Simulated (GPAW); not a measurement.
# Work function of S/Mo(110) at several levels

Wanted: work functions and dipole of S/Mo(110), with the cost of each level.

Main program and level: GPAW 26.7.0; GPAW, PAW setups; slab in vacuum, relaxation, in the first sound run; inputs show where later runs differ.

## 1. Set-up

The cell holds 5 atoms: 4 Mo and 1 S. Cell: a = 2.728 Å, b = 2.728 Å, c = 26.899 Å, α = 90.0°, β = 90.0°, γ = 70.5°. Vacuum lies along c.

## 2. Relaxing the atoms

The atoms are relaxed first, since the surface dipole, and with it the work function, follows the positions of the outer layers. The lowest 2 atoms are held at bulk positions and keep their forces.

Input file run.py:

```python
import json
import numpy as np
from ase import Atoms
from ase.constraints import FixAtoms
from ase.optimize import BFGS
from gpaw import GPAW, PW

slab = Atoms(
    ['Mo', 'Mo', 'Mo', 'Mo', 'S'],
    positions=[
        [0.00000, 0.00000, 9.00000],
        [2.22739, -0.00000, 11.22739],
        [0.00000, 0.00000, 13.45477],
        [2.22739, -0.00000, 15.68216],
        [0.00000, 0.00000, 17.89915]],
    cell=[[2.22739, -1.575, 0.0], [2.22739, 1.575, 0.0], [0.0, 0.0, 26.89915]],
    pbc=[True, True, False])

slab.calc = GPAW(mode=PW(400), xc='PBE', kpts={'size': (12, 12, 1), 'gamma': True},
                 occupations={'name': 'fermi-dirac', 'width': 0.1}, nbands='160%',
                 convergence={'density': 1e-05}, maxiter=200,
                 poissonsolver={'dipolelayer': 'xy'},
                 symmetry={'tolerance': 1e-3, 'extra_ids': [1, 1, 0, 0, 0]}, txt='slab.txt')
result = {}
slab.set_constraint(FixAtoms([0, 1]))
path = []
opt = BFGS(slab, maxstep=0.2)
opt.attach(lambda: path.append((slab.get_potential_energy(), slab.positions.tolist(), slab.get_forces().tolist())))
result['relaxed'] = bool(opt.run(fmax=0.03, steps=40))
result['path'] = path
energy = slab.get_potential_energy()
fermi = slab.calc.get_fermi_level()
v = slab.calc.get_electrostatic_potential().mean((0, 1)) - fermi
n = slab.calc.get_pseudo_density().mean((0, 1))
L = slab.cell[2, 2]
z = np.arange(len(v)) * L / len(v)
low, high = slab.positions[:, 2].min(), slab.positions[:, 2].max()
below, above = np.interp([low - 6.8, high + 6.8], z, v)
slopes = [np.interp(x, z, np.gradient(v, z)) for x in (low - 6.8, high + 6.8)]
eps = np.array([[slab.calc.get_eigenvalues(k, s) for k in range(len(slab.calc.get_ibz_k_points()))]
                for s in range(slab.calc.get_number_of_spins())]) - fermi
top, bottom = eps[eps < 0].max(), eps[eps > 0].min()
dipole = slab.get_dipole_moment()[2]
print(f'energy {energy:.4f} eV, Fermi level {fermi:.4f} eV, dipole {dipole:.5f} e A')
print(f'potential 6.8 A off the faces, from the Fermi level: lower {below:.4f} eV, upper {above:.4f} eV')
print(f'slope of the potential there: lower {slopes[0]:.5f}, upper {slopes[1]:.5f} eV/A')
print(f'nearest levels on the mesh: {top:.4f} and {bottom:.4f} eV')
print('magnetic moment', round(slab.get_magnetic_moment(), 3))
result.update(energy=energy, fermi=fermi, dipole=dipole, below=below, above=above, slopes=slopes, edges=[top, bottom],
              z=z.tolist(), v=v.tolist(), n=n.tolist(), positions=slab.positions.tolist(),
              forces=slab.get_forces(apply_constraint=False).tolist(), moments=slab.get_magnetic_moments().tolist())
json.dump(result, open('result.json', 'w'))
```

On the command line:

```console
$ OMP_NUM_THREADS=1 OPENBLAS_NUM_THREADS=1 python run.py
```

The log of the run:

```text
Step          Energy          fmax
BFGS:    0      -47.138672        1.340437
BFGS:    1      -47.183702        1.334920
BFGS:    2      -47.445199        0.567121
BFGS:    3      -47.448110        0.414025
BFGS:    4      -47.453118        0.208469
BFGS:    5      -47.454931        0.243360
BFGS:    6      -47.459038        0.251145
BFGS:    7      -47.462314        0.242105
BFGS:    8      -47.464800        0.311378
BFGS:    9      -47.467516        0.312501
BFGS:   10      -47.471299        0.226075
BFGS:   11      -47.474124        0.145805
BFGS:   12      -47.475147        0.053472
BFGS:   13      -47.475286        0.005022
energy -47.4116 eV, Fermi level 2.6375 eV, dipole 0.00522 e A
potential 6.8 A off the faces, from the Fermi level: lower 4.6178 eV, upper 4.4821 eV
slope of the potential there: lower -0.00008, upper 0.00004 eV/A
nearest levels on the mesh: -0.0079 and 0.0092 eV
magnetic moment 0.0
```

Elapsed: 54 min, on 1 thread of Arm Neoverse V1, shared host; peak memory 0.32 GiB.

The steps of the relaxation:

```
step  energy less that of the first step (eV)  largest force (eV/Å)
   1                                   0.0000                1.3404
   2                                  -0.0448                1.3349
   3                                  -0.3137                0.5671
   4                                  -0.3162                0.4140
   5                                  -0.3217                0.2085
   6                                  -0.3235                0.2434
   7                                  -0.3277                0.2511
   8                                  -0.3310                0.2421
   9                                  -0.3336                0.3114
  10                                  -0.3365                0.3125
  11                                  -0.3406                0.2261
  12                                  -0.3436                0.1458
  13                                  -0.3448                0.0535
  14                                  -0.3449                0.0050
```

The atoms that moved most (Å):

```
atom     dx     dy      dz  length
  S5  0.000  0.000  -0.324   0.324
 Mo4  0.000  0.000   0.047   0.047
```

The relaxed structure:

```xyz
5
Lattice="2.2274 -1.5750 0.0000 2.2274 1.5750 0.0000 0.0000 0.0000 26.8992" Properties=species:S:1:pos:R:3
Mo    0.0000    0.0000    9.0000
Mo    2.2274    0.0000   11.2274
Mo    0.0000    0.0000   13.4529
Mo    2.2274    0.0000   15.7296
S     0.0000    0.0000   17.5749
```

Numbers from this step:

```
dipole along the normal                    : 0.005215 e·Å
levels nearest the Fermi level on the mesh : -0.007878, 0.009159 eV from the Fermi level
upper work function                        : 4.482 eV
lower work function                        : 4.618 eV
```

The electrostatic potential energy of an electron (without an applied field's), less the Fermi level, planar mean by z:

z (Å), electrostatic potential energy of an electron (without an applied field's), less the Fermi level, planar mean (eV) and a bar from the least value:
```
      0.0        4.6 ##############################
      0.5        4.6 ##############################
      1.0        4.6 ##############################
      1.5        4.6 ##############################
      2.0        4.6 ##############################
      2.5        4.6 ##############################
      3.0        4.6 ##############################
      3.5        4.6 ##############################
      4.0        4.6 ##############################
      4.5        4.6 ##############################
      5.0        4.6 ##############################
      5.5        4.6 ##############################
      6.0        4.6 ##############################
      6.5        4.4 ##############################
      7.0        4.1 #############################
      7.5        2.8 ############################
      8.0       -1.2 #########################
      8.5      -13.5 #############
      9.0      -27.9 
      9.5      -13.6 #############
     10.0       -2.4 ########################
     10.5       -6.7 ####################
     11.0      -24.4 ###
     11.5      -22.8 #####
     12.0       -5.8 ####################
     12.5       -3.0 #######################
     13.0      -15.7 ###########
     13.5      -28.1 
     14.0      -12.1 ###############
     14.5       -2.1 ########################
     15.0       -6.8 ####################
     15.5      -24.6 ###
     16.0      -23.5 ####
     16.5       -7.3 ###################
     17.0       -7.5 ###################
     17.5      -24.5 ###
     18.0      -10.5 ################
     18.5        1.1 ###########################
     19.0        3.8 #############################
     19.5        4.3 ##############################
     20.0        4.5 ##############################
     20.5        4.5 ##############################
     21.0        4.5 ##############################
     21.5        4.5 ##############################
     22.0        4.5 ##############################
     22.5        4.5 ##############################
     23.0        4.5 ##############################
     23.5        4.5 ##############################
     24.0        4.5 ##############################
     24.5        4.5 ##############################
     25.0        4.5 ##############################
     25.5        4.5 ##############################
     26.0        4.5 ##############################
     26.5        4.5 ##############################
```

The pseudo valence density, planar mean by z:

| z (Å) | pseudo valence density, planar mean (e/Å³) |
| --- | --- |
| 5.0 | 1.5e-4 |
| 5.5 | 5.1e-4 |
| 6.0 | 0.00165 |
| 6.5 | 0.00547 |
| 7.0 | 0.0177 |
| 7.5 | 0.0538 |
| 8.0 | 0.186 |
| 8.5 | 0.782 |
| 9.0 | 1.94 |
| 9.5 | 0.776 |
| 10.0 | 0.341 |
| 10.5 | 0.464 |
| 11.0 | 1.53 |
| 11.5 | 1.41 |
| 12.0 | 0.436 |
| 12.5 | 0.345 |
| 13.0 | 0.908 |
| 13.5 | 1.88 |
| 14.0 | 0.673 |
| 14.5 | 0.316 |
| 15.0 | 0.458 |
| 15.5 | 1.55 |
| 16.0 | 1.43 |
| 16.5 | 0.479 |
| 17.0 | 0.511 |
| 17.5 | 0.495 |
| 18.0 | 0.469 |
| 18.5 | 0.181 |
| 19.0 | 0.0404 |
| 19.5 | 0.00806 |
| 20.0 | 0.00156 |
| 20.5 | 3.3e-4 |
| 21.0 | 7.2e-5 |

The relaxation lowered the energy of the cell by 0.345 eV (energies extrapolated to zero smearing; the optimiser's log prints free energies). The largest force left on a free atom is 0.0050 eV/Å.

## 3. The slab's potential

The work function is the vacuum plateau of the electrostatic potential less the Fermi level; a dipole layer lets the two faces have plateaus of their own.

This step: GPAW, PAW setups; slab in vacuum (GPAW 26.7.0).

Edit run.py of step 2 so:

```diff
@@ -3,4 +3,2 @@
 from ase import Atoms
-from ase.constraints import FixAtoms
-from ase.optimize import BFGS
 from gpaw import GPAW, PW
@@ -12,5 +10,5 @@
         [2.22739, -0.00000, 11.22739],
-        [0.00000, 0.00000, 13.45477],
-        [2.22739, -0.00000, 15.68216],
-        [0.00000, 0.00000, 17.89915]],
+        [0.00000, 0.00000, 13.45291],
+        [2.22739, -0.00000, 15.72959],
+        [0.00000, 0.00000, 17.57493]],
     cell=[[2.22739, -1.575, 0.0], [2.22739, 1.575, 0.0], [0.0, 0.0, 26.89915]],
@@ -22,10 +20,4 @@
                  poissonsolver={'dipolelayer': 'xy'},
-                 symmetry={'tolerance': 1e-3, 'extra_ids': [1, 1, 0, 0, 0]}, txt='slab.txt')
+                 symmetry={'tolerance': 1e-3}, txt='slab.txt')
 result = {}
-slab.set_constraint(FixAtoms([0, 1]))
-path = []
-opt = BFGS(slab, maxstep=0.2)
-opt.attach(lambda: path.append((slab.get_potential_energy(), slab.positions.tolist(), slab.get_forces().tolist())))
-result['relaxed'] = bool(opt.run(fmax=0.03, steps=40))
-result['path'] = path
 energy = slab.get_potential_energy()
```

The log of the run:

```text
energy -47.4116 eV, Fermi level 2.6375 eV, dipole 0.00528 e A
potential 6.8 A off the faces, from the Fermi level: lower 4.6178 eV, upper 4.4822 eV
slope of the potential there: lower -0.00009, upper 0.00005 eV/A
nearest levels on the mesh: -0.0079 and 0.0092 eV
magnetic moment 0.0
```

Run time: 4.8 min. Hardware: 1 thread; peak memory 0.32 GiB.

Numbers from this step:

| Quantity | Value |
| --- | --- |
| dipole along the normal | 0.005277 e·Å |
| levels nearest the Fermi level on the mesh | -0.007878, 0.009153 eV from the Fermi level |

The electrostatic potential energy of an electron (without an applied field's), less the Fermi level, planar mean oscillates, so the rows of the table below give means over windows of 2.26 Å about each position, cut where the curve ends. Its maxima inside the range that stand out by 2 % of the span (Å: eV): 10.1: -2.05, 12.4: -2.24, 14.6: -1.90, 16.8: -4.95. Its minima: 9.0: -28.0, 11.2: -28.5, 13.4: -28.6, 15.7: -28.9, 17.5: -25.4.

The electrostatic potential energy of an electron (without an applied field's), less the Fermi level, planar mean by z; means over each step:

| z (Å) | electrostatic potential energy of an electron (without an applied field's), less the Fermi level, planar mean (eV) |
| --- | --- |
| 1.13 | 4.61 |
| 3.39 | 4.62 |
| 5.65 | 4.56 |
| 7.91 | -5.38 |
| 10.17 | -13.6 |
| 12.43 | -13.8 |
| 14.69 | -13.2 |
| 16.95 | -14.9 |
| 19.21 | 2.73 |
| 21.47 | 4.48 |
| 23.73 | 4.48 |
| 25.99 | 4.49 |

The pseudo valence density, planar mean oscillates, so the rows of the table below give means over windows of 1 Å about each position, cut where the curve ends. Its maxima inside the range that stand out by 2 % of the span (Å: e/Å³): 9.0: 1.99, 11.2: 1.98, 13.6: 1.89, 15.7: 2.00, 17.2: 0.565, 17.9: 0.512. Its minima: 10.1: 0.321, 12.3: 0.324, 14.6: 0.303, 16.6: 0.436, 17.6: 0.460.

The pseudo valence density, planar mean by z; means over each step:

```
z (Å)  pseudo valence density, planar mean (e/Å³)
    5                                      2.0e-4
    6                                     0.00213
    7                                      0.0217
    8                                       0.268
    9                                        1.42
   10                                       0.431
   11                                        1.30
   12                                       0.597
   13                                        1.03
   14                                       0.881
   15                                       0.621
   16                                        1.29
   17                                       0.497
   18                                       0.409
   19                                      0.0583
   20                                     0.00251
   21                                      1.1e-4
```

Force by atom:

```csv
atom,x (eV/Å),y (eV/Å),z (eV/Å),size
Mo1,0.000,0.000,0.635,0.635
Mo2,0.000,0.000,-0.641,0.641
Mo3,0.000,0.000,0.005,0.005
Mo4,0.000,0.000,0.004,0.004
S5,0.000,0.000,-0.003,0.003
```

The potential is flat to 9.2e-5 eV/Å where it is read, so the vacuum is wide enough.

## 4. Self-consistent run: xc = "RPBE"

The same geometry under RPBE, to see how far the functional moves the levels against the vacuum.

Edit run.py of step 3 so:

```diff
@@ -16,3 +16,3 @@
 
-slab.calc = GPAW(mode=PW(400), xc='PBE', kpts={'size': (12, 12, 1), 'gamma': True},
+slab.calc = GPAW(mode=PW(400), xc='RPBE', kpts={'size': (12, 12, 1), 'gamma': True},
                  occupations={'name': 'fermi-dirac', 'width': 0.1}, nbands='160%',
```

The log of the run:

```text
energy -44.8318 eV, Fermi level 2.7405 eV, dipole 0.00342 e A
potential 6.8 A off the faces, from the Fermi level: lower 4.4687 eV, upper 4.3810 eV
slope of the potential there: lower -0.00010, upper 0.00006 eV/A
nearest levels on the mesh: -0.0107 and 0.0121 eV
magnetic moment 0.0
```

Elapsed: 4.9 min, on 1 thread; peak memory 0.32 GiB.

Numbers from this step:

- dipole along the normal: 0.003420 e·Å
- levels nearest the Fermi level on the mesh: -0.01069, 0.01212 eV from the Fermi level
- upper work function: 4.381 eV
- lower work function: 4.469 eV

The electrostatic potential energy of an electron (without an applied field's), less the Fermi level, planar mean oscillates, so the rows of the table below give means over windows of 2.26 Å about each position, cut where the curve ends. Its maxima inside the range that stand out by 2 % of the span (Å: eV): 10.1: -2.14, 12.4: -2.32, 14.6: -1.98, 16.8: -5.03. Its minima: 9.0: -28.1, 11.2: -28.6, 13.4: -28.6, 15.7: -28.9, 17.5: -25.5.

Table of electrostatic potential energy of an electron (without an applied field's), less the Fermi level, planar mean by z; means over each step:

```
z (Å)  electrostatic potential energy of an electron (without an applied field's), less the Fermi level, planar mean (eV)
 1.13                                                                                                                4.47
 3.39                                                                                                                4.47
 5.65                                                                                                                4.40
 7.91                                                                                                               -5.48
10.17                                                                                                               -13.7
12.43                                                                                                               -13.9
14.69                                                                                                               -13.3
16.95                                                                                                               -14.9
19.21                                                                                                                2.64
21.47                                                                                                                4.38
23.73                                                                                                                4.38
25.99                                                                                                                4.38
```

The pseudo valence density, planar mean by z:

z (Å), pseudo valence density, planar mean (e/Å³) and a bar:
```
      5.0       0.00 
      5.5       0.00 
      6.0       0.00 
      6.5       0.01 
      7.0       0.02 
      7.5       0.05 #
      8.0       0.19 ###
      8.5       0.78 ############
      9.0       1.94 ##############################
      9.5       0.78 ############
     10.0       0.34 #####
     10.5       0.46 #######
     11.0       1.53 ########################
     11.5       1.41 ######################
     12.0       0.44 #######
     12.5       0.34 #####
     13.0       0.91 ##############
     13.5       1.88 #############################
     14.0       0.67 ##########
     14.5       0.32 #####
     15.0       0.46 #######
     15.5       1.55 ########################
     16.0       1.43 ######################
     16.5       0.48 #######
     17.0       0.51 ########
     17.5       0.49 ########
     18.0       0.47 #######
     18.5       0.18 ###
     19.0       0.04 #
     19.5       0.01 
     20.0       0.00 
     20.5       0.00 
     21.0       0.00
```

Force by atom:

```csv
atom,x (eV/Å),y (eV/Å),z (eV/Å),size
Mo1,0.000,0.000,0.466,0.466
Mo2,0.000,0.000,-0.644,0.644
Mo3,0.000,0.000,0.014,0.014
Mo4,0.000,0.000,0.001,0.001
S5,0.000,0.000,0.162,0.162
```

The upper face's work function is 4.381 eV, against 4.482 eV in the first plane-wave PBE run at this geometry.

## 5. OptPBE vdW: xc = "optPBE-vdW"

The same geometry under optPBE-vdW, to see how far the functional moves the levels against the vacuum (the van der Waals functionals take revPBE setups).

Edit run.py of step 4 so:

```diff
@@ -16,3 +16,3 @@
 
-slab.calc = GPAW(mode=PW(400), xc='RPBE', kpts={'size': (12, 12, 1), 'gamma': True},
+slab.calc = GPAW(mode=PW(400), xc='optPBE-vdW', kpts={'size': (12, 12, 1), 'gamma': True},
                  occupations={'name': 'fermi-dirac', 'width': 0.1}, nbands='160%',
```

The log of the run:

```text
energy -106.5385 eV, Fermi level 2.5072 eV, dipole 0.00287 e A
potential 6.8 A off the faces, from the Fermi level: lower 4.7941 eV, upper 4.7204 eV
slope of the potential there: lower -0.00010, upper 0.00006 eV/A
nearest levels on the mesh: -0.0084 and 0.0004 eV
magnetic moment 0.0
```

It took 5.6 min on 1 thread; peak memory 0.44 GiB.

Numbers from this step:

* dipole along the normal: 0.002875 e·Å
* levels nearest the Fermi level on the mesh: -0.008427, 3.77e-4 eV from the Fermi level
* upper work function: 4.720 eV
* lower work function: 4.794 eV

The electrostatic potential energy of an electron (without an applied field's), less the Fermi level, planar mean by z:

```csv
z (Å),"electrostatic potential energy of an electron (without an applied field's), less the Fermi level, planar mean (eV)"
0.0,4.76
0.5,4.79
1.0,4.79
1.5,4.79
2.0,4.79
2.5,4.79
3.0,4.79
3.5,4.79
4.0,4.79
4.5,4.79
5.0,4.79
5.5,4.77
6.0,4.73
6.5,4.59
7.0,4.16
7.5,2.86
8.0,-1.15
8.5,-13.5
9.0,-27.8
9.5,-13.6
10.0,-2.49
10.5,-6.77
11.0,-24.3
11.5,-22.7
12.0,-5.81
12.5,-3.05
13.0,-15.6
13.5,-28.0
14.0,-12.1
14.5,-2.18
15.0,-6.81
15.5,-24.5
16.0,-23.4
16.5,-7.36
17.0,-7.48
17.5,-24.4
18.0,-10.5
18.5,1.25
19.0,3.98
19.5,4.56
20.0,4.68
20.5,4.71
21.0,4.72
21.5,4.72
22.0,4.72
22.5,4.72
23.0,4.72
23.5,4.72
24.0,4.72
24.5,4.72
25.0,4.72
25.5,4.72
26.0,4.72
26.5,4.72
```

The upper face's work function is 4.720 eV, against 4.482 eV in the first plane-wave PBE run at this geometry.

[end of part 1 of 2]

[Logs are printed without paths, hosts, clocks, repeated set-up lines and the standing remarks that a program may print on its own settings, such as how far it seeks lower states.]

[Hosts, paths, dates, database ids (printed as entryN), source tags and the programs' standing remarks are cut or masked in the printed files.]
